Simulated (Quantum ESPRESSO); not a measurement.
# TePb (Fm-3m): from the cell to the phonon bands, part 2 of 3

How does TePb (Fm-3m) vibrate, and is this structure a minimum?

Quantum ESPRESSO 7.5; DFT LDA, scalar-relativistic, plane waves, GBRV ultrasoft pseudopotentials.

So far. Step 2 (A first look): A gap of 0.62 eV opens on this mesh, so the crystal is taken as an insulator; the start stands at -1.8 GPa. Step 4 (Ground state): The cell stands at 0.02 GPa, close enough for phonons. The relaxed cell has a = 6.373 Å (conventional setting).

### Step 5. Linear response on the mesh

Linear response treats each wavevector in the unit cell, with no supercell; the 4×4×4 mesh fixes the range of the force constants to be had.

Input file ph.in:

```
phonons
 &inputph
    prefix='x',
    outdir='./tmp',
    fildyn='x.dyn',
    tr2_ph=1.0d-18,
    epsil=.true.,
    ldisp=.true.,
    nq1=4,
    nq2=4,
    nq3=4,
 /
```

Run with:

```console
$ OMP_NUM_THREADS=1 mpirun -n 4 ph.x -nk 4 -in ph.in > ph.out
```

Numbers of over 12 decimals in the logs are rounded to 6 here.

Log:

```text
[banners, grids, parts of the stress and lines that vanish by symmetry left out]
[banner, memory and clock lines left out]
Program PHONON v.7.5

[...]
Exchange-correlation= PZ
                           (   1   1   0   0   0   0   0)
[...]
(   8 q-points):
[...]
kinetic-energy cut-off    =      40.0000  Ry
     charge density cut-off    =     240.0000  Ry
     convergence threshold     =      1.0E-18
[...]
Exchange-correlation= PZ
                           (   1   1   0   0   0   0   0)
[...]
q = (   0.0000000   0.0000000   0.0000000 )
     49 Sym.Ops. (with q -> -q+G )
     G cutoff =  881.7809  (  27317 G-vectors)     FFT grid: ( 45, 45, 45)
     G cutoff =  587.8540  (  15009 G-vectors)  smooth grid: ( 36, 36, 36)
     number of k points=    29
[...]
Mode symmetry, O_h (m-3m)  point group:
[...]
Dielectric constant
[...]
End of electric fields calculation
          Dielectric constant in cartesian axis
          (      36.660461232      -0.000000000      -0.000000000 )
          (      -0.000000000      36.660461232      -0.000000000 )
          (      -0.000000000       0.000000000      36.660461232 )
          Effective charges (d Force / dE) in cartesian axis without acoustic sum rule applied (asr)
           atom    1  Te    Mean Z*:       -5.99890
      Ex  (       -5.99890       -0.00000       -0.00000 )
      Ey  (       -0.00000       -5.99890        0.00000 )
      Ez  (       -0.00000        0.00000       -5.99890 )
           atom    2  Pb    Mean Z*:        5.92956
      Ex  (        5.92956       -0.00000       -0.00000 )
      Ey  (       -0.00000        5.92956        0.00000 )
      Ez  (       -0.00000        0.00000        5.92956 )
          Effective charges Sum: Mean:       -0.06933
[...]
Effective charges (d Force / dE) in cartesian axis with asr applied:
           atom    1  Te    Mean Z*:       -5.96423
[...]
atom    2  Pb    Mean Z*:        5.96423
[...]
Representation #   1 modes #   1   2   3
[...]
End of self-consistent calculation
     Convergence has been achieved
     Representation #   2 modes #   4   5   6
[...]
End of self-consistent calculation
     Convergence has been achieved
[...]
Dielectric constant in cartesian axis
          (      36.660461232      -0.000000000      -0.000000000 )
          (      -0.000000000      36.660461232      -0.000000000 )
          (      -0.000000000       0.000000000      36.660461232 )
          Effective charges (d Force / dE) in cartesian axis without acoustic sum rule applied (asr)
           atom    1  Te    Mean Z*:       -5.99890
      Ex  (       -5.99890       -0.00000       -0.00000 )
      Ey  (       -0.00000       -5.99890        0.00000 )
      Ez  (       -0.00000        0.00000       -5.99890 )
           atom    2  Pb    Mean Z*:        5.92956
      Ex  (        5.92956       -0.00000       -0.00000 )
      Ey  (       -0.00000        5.92956        0.00000 )
      Ez  (       -0.00000        0.00000        5.92956 )
          Effective charges Sum: Mean:       -0.06933
[...]
Effective charges (d Force / dE) in cartesian axis with asr applied:
           atom    1  Te    Mean Z*:       -5.96423
[...]
atom    2  Pb    Mean Z*:        5.96423
[...]
Effective charges (d P / du) in cartesian axis
[...]
q = (    0.000000000   0.000000000   0.000000000 )
[...]
freq (    1) =      -0.142324 [THz] =      -4.747425 [cm-1]
     freq (    2) =      -0.142324 [THz] =      -4.747425 [cm-1]
     freq (    3) =      -0.142324 [THz] =      -4.747425 [cm-1]
     freq (    4) =       1.278918 [THz] =      42.660104 [cm-1]
     freq (    5) =       1.278918 [THz] =      42.660104 [cm-1]
     freq (    6) =       1.278918 [THz] =      42.660104 [cm-1]
[...]
Mode symmetry, O_h (m-3m)  point group:
     freq (   1-   3) =         -4.7  [cm-1]   --> T_1u G_15  G_4- I
     freq (   4-   6) =         42.7  [cm-1]   --> T_1u G_15  G_4- I
[...]
Mode symmetry, C_3v (3m)   point group:
[...]
Representation #   1 mode #   1
[...]
End of self-consistent calculation
     Convergence has been achieved
     Representation #   2 mode #   2
[...]
End of self-consistent calculation
     Convergence has been achieved
     Representation #   3 modes #   3   4
[...]
Convergence has been achieved
     Representation #   4 modes #   5   6
[...]
Convergence has been achieved
[...]
q = (   -0.250000000   0.250000000  -0.250000000 )
[...]
freq (    1) =       1.212778 [THz] =      40.453930 [cm-1]
     freq (    2) =       1.212778 [THz] =      40.453930 [cm-1]
     freq (    3) =       1.730549 [THz] =      57.724886 [cm-1]
     freq (    4) =       2.798599 [THz] =      93.351231 [cm-1]
     freq (    5) =       2.798599 [THz] =      93.351231 [cm-1]
     freq (    6) =       3.630267 [THz] =     121.092658 [cm-1]
[...]
Mode symmetry, C_3v (3m)   point group:
     freq (   1-   2) =         40.5  [cm-1]   --> E    L_3
     freq (   3-   3) =         57.7  [cm-1]   --> A_1  L_1
     freq (   4-   5) =         93.4  [cm-1]   --> E    L_3
     freq (   6-   6) =        121.1  [cm-1]   --> A_1  L_1
[...]
Mode symmetry, D_3d (-3m)  point group:
[...]
Representation #   1 mode #   1
[...]
Convergence has been achieved
     Representation #   2 modes #   2   3
[...]
Convergence has been achieved
     Representation #   3 mode #   4
[...]
Convergence has been achieved
     Representation #   4 modes #   5   6
[...]
Convergence has been achieved
[...]
q = (    0.500000000  -0.500000000   0.500000000 )
[...]
freq (    1) =       1.801265 [THz] =      60.083728 [cm-1]
     freq (    2) =       1.801265 [THz] =      60.083728 [cm-1]
[...]
Mode symmetry, D_3d (-3m)  point group:
     freq (   1-   2) =         60.1  [cm-1]   --> E_u  L_3'
     freq (   3-   3) =         92.9  [cm-1]   --> A_2u L_2'
     freq (   4-   5) =        100.7  [cm-1]   --> E_g  L_3
     freq (   6-   6) =        109.7  [cm-1]   --> A_1g L_1
[...]
Mode symmetry, C_4v (4mm)  point group:
[...]
Convergence has been achieved
[...]
Convergence has been achieved
[...]
Convergence has been achieved
[...]
Convergence has been achieved
[...]
q = (    0.000000000   0.500000000   0.000000000 )
[...]
Mode symmetry, C_4v (4mm)  point group:
     freq (   1-   2) =         22.3  [cm-1]   --> E    G_5 D_5
     freq (   3-   4) =         71.6  [cm-1]   --> E    G_5 D_5
     freq (   5-   5) =         73.3  [cm-1]   --> A_1  G_1 D_1
     freq (   6-   6) =        102.6  [cm-1]   --> A_1  G_1 D_1
[...]
Mode symmetry, C_s (m)     point group:
[...]
q = (    0.750000000  -0.250000000   0.750000000 )
[...]
Mode symmetry, C_s (m)     point group:
     freq (   1-   1) =         43.7  [cm-1]   --> A''
     freq (   2-   2) =         46.0  [cm-1]   --> A'
     freq (   3-   3) =         60.5  [cm-1]   --> A'
     freq (   4-   4) =         91.0  [cm-1]   --> A''
     freq (   5-   5) =         96.4  [cm-1]   --> A'
     freq (   6-   6) =        104.5  [cm-1]   --> A'
[...]
Mode symmetry, C_2v (mm2)  point group:
[...]
q = (    0.500000000   0.000000000   0.500000000 )
[...]
Mode symmetry, C_2v (mm2)  point group:
     freq (   1-   1) =         31.6  [cm-1]   --> B_2  D_4  S_4
     freq (   2-   2) =         57.0  [cm-1]   --> B_1  D_3  S_3
     freq (   3-   3) =         80.5  [cm-1]   --> B_2  D_4  S_4
     freq (   4-   4) =         82.8  [cm-1]   --> A_1  D_1  S_1
     freq (   5-   5) =         97.7  [cm-1]   --> B_1  D_3  S_3
     freq (   6-   6) =        106.4  [cm-1]   --> A_1  D_1  S_1
[...]
Mode symmetry, D_4h(4/mmm) point group:
[...]
Convergence has been achieved
[...]
Convergence has been achieved
[...]
Convergence has been achieved
[...]
Convergence has been achieved
[...]
q = (    0.000000000  -1.000000000   0.000000000 )
[...]
freq (    5) =       2.320180 [THz] =      77.392878 [cm-1]
     freq (    6) =       2.533082 [THz] =      84.494506 [cm-1]
[...]
Mode symmetry, D_4h(4/mmm) point group:
     freq (   1-   2) =         24.1  [cm-1]   --> E_u  X_5' M_5'
     freq (   3-   3) =         32.6  [cm-1]   --> A_2u X_4' M_4'
     freq (   4-   5) =         77.4  [cm-1]   --> E_u  X_5' M_5'
     freq (   6-   6) =         84.5  [cm-1]   --> A_2u X_4' M_4'
[...]
Mode symmetry, D_2d (-42m) point group:
[...]
Representation #   1 mode #   1
[...]
Convergence has been achieved
     Representation #   2 mode #   2
[...]
Convergence has been achieved
     Representation #   3 modes #   3   4
[...]
End of self-consistent calculation
     Convergence has been achieved
     Representation #   4 modes #   5   6
[...]
End of self-consistent calculation
     Convergence has been achieved
[...]
q = (   -0.500000000  -1.000000000   0.000000000 )
[...]
freq (    1) =       1.002797 [THz] =      33.449705 [cm-1]
     freq (    2) =       1.002797 [THz] =      33.449705 [cm-1]
     freq (    3) =       2.046161 [THz] =      68.252593 [cm-1]
     freq (    4) =       2.506460 [THz] =      83.606509 [cm-1]
     freq (    5) =       2.506460 [THz] =      83.606509 [cm-1]
     freq (    6) =       3.018876 [THz] =     100.698854 [cm-1]
[...]
Mode symmetry, D_2d (-42m) point group:
     freq (   1-   2) =         33.4  [cm-1]   --> E    X_5  W_3
     freq (   3-   3) =         68.3  [cm-1]   --> B_2  X_3  W_2
     freq (   4-   5) =         83.6  [cm-1]   --> E    X_5  W_3
     freq (   6-   6) =        100.7  [cm-1]   --> A_1  X_1  W_1
```

The job ended after 49 min (4 MPI ranks of Arm Neoverse V1, shared host).

This step gave:

```yaml
miss_of_the_charge_sum_rule: 0.06934 e
largest_acoustic_frequency_at_the_zone_centre_before_the_sum_rule: -4.75 cm⁻¹
highest_optical_zone_centre_mode_no_lo_to_term: 42.66 cm⁻¹
lowest_optical_zone_centre_mode: 42.66 cm⁻¹
mean_high_frequency_dielectric_constant: 36.66
largest_born_charge_in_size_third_of_the_trace: 5.999 e
lowest_mode_on_the_q_mesh_acoustic_ones_at_the_zone_centre_apart: 22.32 cm⁻¹
```

Frequencies (cm⁻¹) at each irreducible wavevector; negative means imaginary. Frequencies by wavevector:

| q (fractions) | star | mode 1 | mode 2 | mode 3 | mode 4 | mode 5 | mode 6 |
| --- | --- | --- | --- | --- | --- | --- | --- |
| 0 0 0 | 1 | -4.75 | -4.75 | -4.75 | 42.66 | 42.66 | 42.66 |
| 0 0 0.25 | 8 | 40.45 | 40.45 | 57.72 | 93.35 | 93.35 | 121.1 |
| 0 0 -0.5 | 4 | 60.08 | 60.08 | 92.91 | 100.7 | 100.7 | 109.7 |
| 0 0.25 0.25 | 6 | 22.32 | 22.32 | 71.57 | 71.57 | 73.27 | 102.6 |
| 0 0.25 -0.5 | 24 | 43.68 | 45.97 | 60.55 | 91.01 | 96.42 | 104.5 |
| 0 0.25 -0.25 | 12 | 31.63 | 57 | 80.5 | 82.79 | 97.72 | 106.4 |
| 0 -0.5 -0.5 | 3 | 24.09 | 24.09 | 32.55 | 77.39 | 77.39 | 84.49 |
| 0.25 -0.5 -0.25 | 6 | 33.45 | 33.45 | 68.25 | 83.61 | 83.61 | 100.7 |

Born charge (rows field, columns displacement), before the sum rule (e), principal values of the symmetric part by kind of site:

| atom | atoms with these values | low | middle | high | mean |
| --- | --- | --- | --- | --- | --- |
| Te1 | 1 | -6.00 | -6.00 | -6.00 | -6.00 |
| Pb2 | 1 | 5.93 | 5.93 | 5.93 | 5.93 |

In full for Pb2:

```
5.93 0.00 0.00
0.00 5.93 0.00
0.00 0.00 5.93
```

High-frequency dielectric tensor:

```
36.66  0.00  0.00
 0.00 36.66  0.00
 0.00  0.00 36.66
```

The acoustic modes at Γ come out as far as 4.8 cm⁻¹ from zero, where they should vanish, a small numerical error; the Born charges miss their sum rule by 0.069 e, too much: mesh or cutoff is short for the field response.

### Step 6. Fourier transform to real space

The dynamical matrices of the mesh are Fourier-transformed to force constants in real space, after the long-range dipole part is taken out.

Input file q2r.in:

```
 &input
    fildyn='x.dyn',
    zasr='crystal',
    flfrc='x.fc',
 /
```

Run with:

```console
$ q2r.x < q2r.in > q2r.out
```

Log:

```text
[banners, grids, parts of the stress and lines that vanish by symmetry left out]
[banner, memory and clock lines left out]
Program Q2R v.7.5

  reading grid info from file x.dyn0

  reading force constants from file x.dyn1
 macroscopic fields = T
  36.66046  -0.00000  -0.00000
  -0.00000  36.66046   0.00000
[...]
na=            1
[...]
na=            2
[...]
-0.00000   5.92956   0.00000
  -0.00000   0.00000   5.92956
  Norm of the difference between old and new effective charges:    0.084917
  alpha Ewald:    3.674087
  nqs=            1
 q=   0.00000000  0.00000000  0.00000000
  reading force constants from file x.dyn2
  alpha Ewald:    3.674087
  nqs=            8
 q=  -0.25000000  0.25000000 -0.25000000
[...]
reading force constants from file x.dyn7
  alpha Ewald:    3.674087
  nqs=            3
[...]
reading force constants from file x.dyn8
  alpha Ewald:    3.674087
  nqs=            6
[...]
q=  -1.00000000 -0.50000000  0.00000000
 q=   0.00000000 -0.50000000 -1.00000000

      q-space grid ok, #points =   64

      fft-check success (sum of imaginary terms < 10^-12)
```

Run time: 0.46 s. Hardware: 1 thread.

### Step 7. Dispersion

From the force constants any wavevector is cheap; points of the mesh come back as solved, but for the sum rule and, in polar crystals, the LO-TO term at Γ; the rest is interpolation.

Input file matdyn.in:

```
 &input
    asr='crystal',
    flfrc='x.fc',
    flfrq='x.freq',
    flvec='x.modes',
    q_in_band_form=.true.,
    q_in_cryst_coord=.true.,
 /
8
  0.0000000   0.0000000   0.0000000  12  ! GAMMA
 -0.0000000   0.5000000   0.5000000  12  ! X
 -0.0000000   0.6250000   0.3750000   1  ! U
 -0.3750000   0.3750000   0.0000000  12  ! K
  0.0000000   0.0000000   0.0000000  12  ! GAMMA
  0.0000000   0.5000000  -0.0000000  12  ! L
 -0.2500000   0.5000000   0.2500000  12  ! W
 -0.0000000   0.5000000   0.5000000   1  ! X
```

Run with:

```console
$ matdyn.x -in matdyn.in > matdyn.out
```

Log:

```text
[banner, memory and clock lines left out]
Program MATDYN v.7.5

 mass for atomic type   1 not given; uses mass from file x.fc
 mass for atomic type   2 not given; uses mass from file x.fc
 Norm of the difference between old and new effective charges:    4.2326e-16

 Norm of the difference between old and new force-constants:   6.93919e-05
```

It took 0.47 s on 1 thread.

Read from the output:

```yaml
lowest_frequency_on_the_path: 0 cm⁻¹
```

Matdyn.x, sum rule crystal. Phonon branches along the path, in cm⁻¹:

| point | branch 1 | branch 2 | branch 3 | branch 4 | branch 5 | branch 6 |
| --- | --- | --- | --- | --- | --- | --- |
| Γ | 0 | 0 | 0 | 43 | 43 | 106 |
| halfway | 22 | 22 | 72 | 72 | 73 | 103 |
| X | 24 | 24 | 33 | 77 | 77 | 84 |
| halfway | 29 | 35 | 36 | 82 | 85 | 88 |
| U | 39 | 40 | 54 | 83 | 91 | 104 |
| jump to K | 39 | 40 | 54 | 83 | 91 | 104 |
| halfway | 28 | 51 | 70 | 82 | 97 | 115 |
| Γ | 0 | 0 | 0 | 43 | 43 | 106 |
| halfway | 40 | 40 | 58 | 93 | 93 | 121 |
| L | 60 | 60 | 93 | 101 | 101 | 110 |
| halfway | 46 | 50 | 74 | 94 | 99 | 106 |
| W | 33 | 33 | 68 | 84 | 84 | 101 |
| halfway | 30 | 36 | 46 | 83 | 84 | 95 |
| X | 24 | 24 | 33 | 77 | 77 | 84 |

The phonon branches as a text plot (rows in cm⁻¹):

```
    119 |                        **        *****
    114 |   **                  *  *     **     *
    109 | **  *           ***  *    *** *        *****
    104 |*     *         *   **        *       **  ** ***
     99 |       **           ****            **  ******  *****
     94 |         *     * ***    *          *    *   ***
     89 |          *     *                        **   **     *
     84 |           ********  *** *        *    *   *    ********
     79 |           ****    **** *        *    *     *         **
     74 |      *****        *     **          *       *
     69 |    ** *               *  *                   *****
     64 |   *             **             *   *
     58 |    *   *            *  *  *       *   *****       *
     53 |  *             *  ** ** * *   *      *    **
     48 | *       *       **         **    *  *      **      *
     43 |*  *           *        *     *  *  *         *
     38 |          *    *****     **        *          ***  ***
     33 |           *****    **          * *             ***** **
     28 |  *     ***  **       *** **     *                   **
     23 |     ***   **            ***   **                      *
     18 |   **                      *   *
     13 | **                         **
      8 | *                          **
      3 |*                             *
         Γ           X  U|K            Γ         L        W     X
```

All branches are real along the path.

### Step 8. Density of states

Sums over the zone need many more wavevectors than were solved, so the interpolation is sampled on a dense mesh.

Input file matdyn.in:

```
 &input
    asr='crystal',
    flfrc='x.fc',
    dos=.true.,
    fldos='x.dos',
    nk1=12,
    nk2=12,
    nk3=12,
    deltaE=0.3,
 /
```

Run with:

```console
$ matdyn.x -in matdyn.in > matdyn.out
```

Log:

```text
[banner, memory and clock lines left out]
Program MATDYN v.7.5

 mass for atomic type   1 not given; uses mass from file x.fc
 mass for atomic type   2 not given; uses mass from file x.fc
 Norm of the difference between old and new effective charges:    4.2326e-16

 Norm of the difference between old and new force-constants:   6.93919e-05
```

Elapsed: 2.2 s, on 1 thread.

This step gave:

| Quantity | Value |
| --- | --- |
| share of modes beyond 3i cm⁻¹ on the dense interpolated mesh | 0 |
| zero-point energy per atom | 13.37 meV |
| heat capacity at 300 K | 24.66 J/(mol atoms K) |
| vibrational entropy at 300 K | 53.73 J/(mol atoms K) |

The phonon density of states has structure finer than the step of the table below, so its rows give means over 5 cm⁻¹, whole bins alone (the curve runs from 0 to 121 cm⁻¹). Peaks (cm⁻¹: height): total 37.8: 0.109, 84.0: 0.129, 99.0: 0.133, 106.8: 0.0823; Pb 37.8: 0.0898, 69.6: 0.0419, 84.0: 0.0324; Te 37.2: 0.0198, 84.0: 0.0962, 99.0: 0.114, 106.8: 0.0736.

Tetrahedra. Table of phonon density of states by wavenumber; means over each step; values in 1/cm⁻¹/cell:

| wavenumber (cm⁻¹) | total | Pb | Te |
| --- | --- | --- | --- |
| 5 | 6.7e-5 | 4.4e-5 | 2.3e-5 |
| 10 | 2.6e-4 | 1.7e-4 | 8.1e-5 |
| 15 | 0.00139 | 9.9e-4 | 4.0e-4 |
| 20 | 0.00475 | 0.00352 | 0.00122 |
| 25 | 0.0184 | 0.0141 | 0.00430 |
| 30 | 0.0516 | 0.0405 | 0.0111 |
| 35 | 0.0891 | 0.0718 | 0.0174 |
| 40 | 0.0879 | 0.0731 | 0.0148 |
| 45 | 0.0636 | 0.0544 | 0.00924 |
| 50 | 0.0587 | 0.0515 | 0.00720 |
| 55 | 0.0583 | 0.0518 | 0.00652 |
| 60 | 0.0304 | 0.0239 | 0.00651 |
| 65 | 0.0354 | 0.0257 | 0.00976 |
| 70 | 0.0518 | 0.0364 | 0.0154 |
| 75 | 0.0528 | 0.0306 | 0.0222 |
| 80 | 0.0599 | 0.0217 | 0.0381 |
| 85 | 0.105 | 0.0265 | 0.0783 |
| 90 | 0.0795 | 0.0173 | 0.0622 |
| 95 | 0.0930 | 0.0172 | 0.0758 |
| 100 | 0.109 | 0.0153 | 0.0940 |
| 105 | 0.0645 | 0.00697 | 0.0575 |
| 110 | 0.0468 | 0.00662 | 0.0401 |
| 115 | 0.0307 | 0.00780 | 0.0229 |

Harmonic thermodynamic functions per atom, summed over the density of states scaled to three modes an atom; melting is ignored. Thermodynamic functions:

| T (K) | F_vib (meV/atom) | S (J/mol-atom/K) | C_V (J/mol-atom/K) |
| --- | --- | --- | --- |
| 0 | 13.37 | 0 | 0 |
| 50 | 10.8 | 13.23 | 17.46 |
| 100 | 0.01 | 27.39 | 22.62 |
| 200 | -37.75 | 43.78 | 24.32 |
| 300 | -88.62 | 53.73 | 24.66 |
| 400 | -148.2 | 60.84 | 24.79 |
| 500 | -214.2 | 66.38 | 24.84 |
| 600 | -285.4 | 70.91 | 24.87 |
| 700 | -360.9 | 74.75 | 24.89 |
| 800 | -440.2 | 78.07 | 24.9 |
| 900 | -522.6 | 81 | 24.91 |
| 1000 | -608 | 83.63 | 24.92 |

At 300 K the heat capacity has reached 99 % of the Dulong-Petit value.

[end of part 2 of 3]

[Host names and launcher messages were left out of these logs when they were recorded.]

[Logs are printed without paths, hosts, clocks, repeated set-up lines and the standing remarks that a program may print on its own settings, such as how far it seeks lower states.]

[Hosts, paths, dates, database ids (printed as entryN), source tags and the programs' standing remarks are cut or masked in the printed files.]
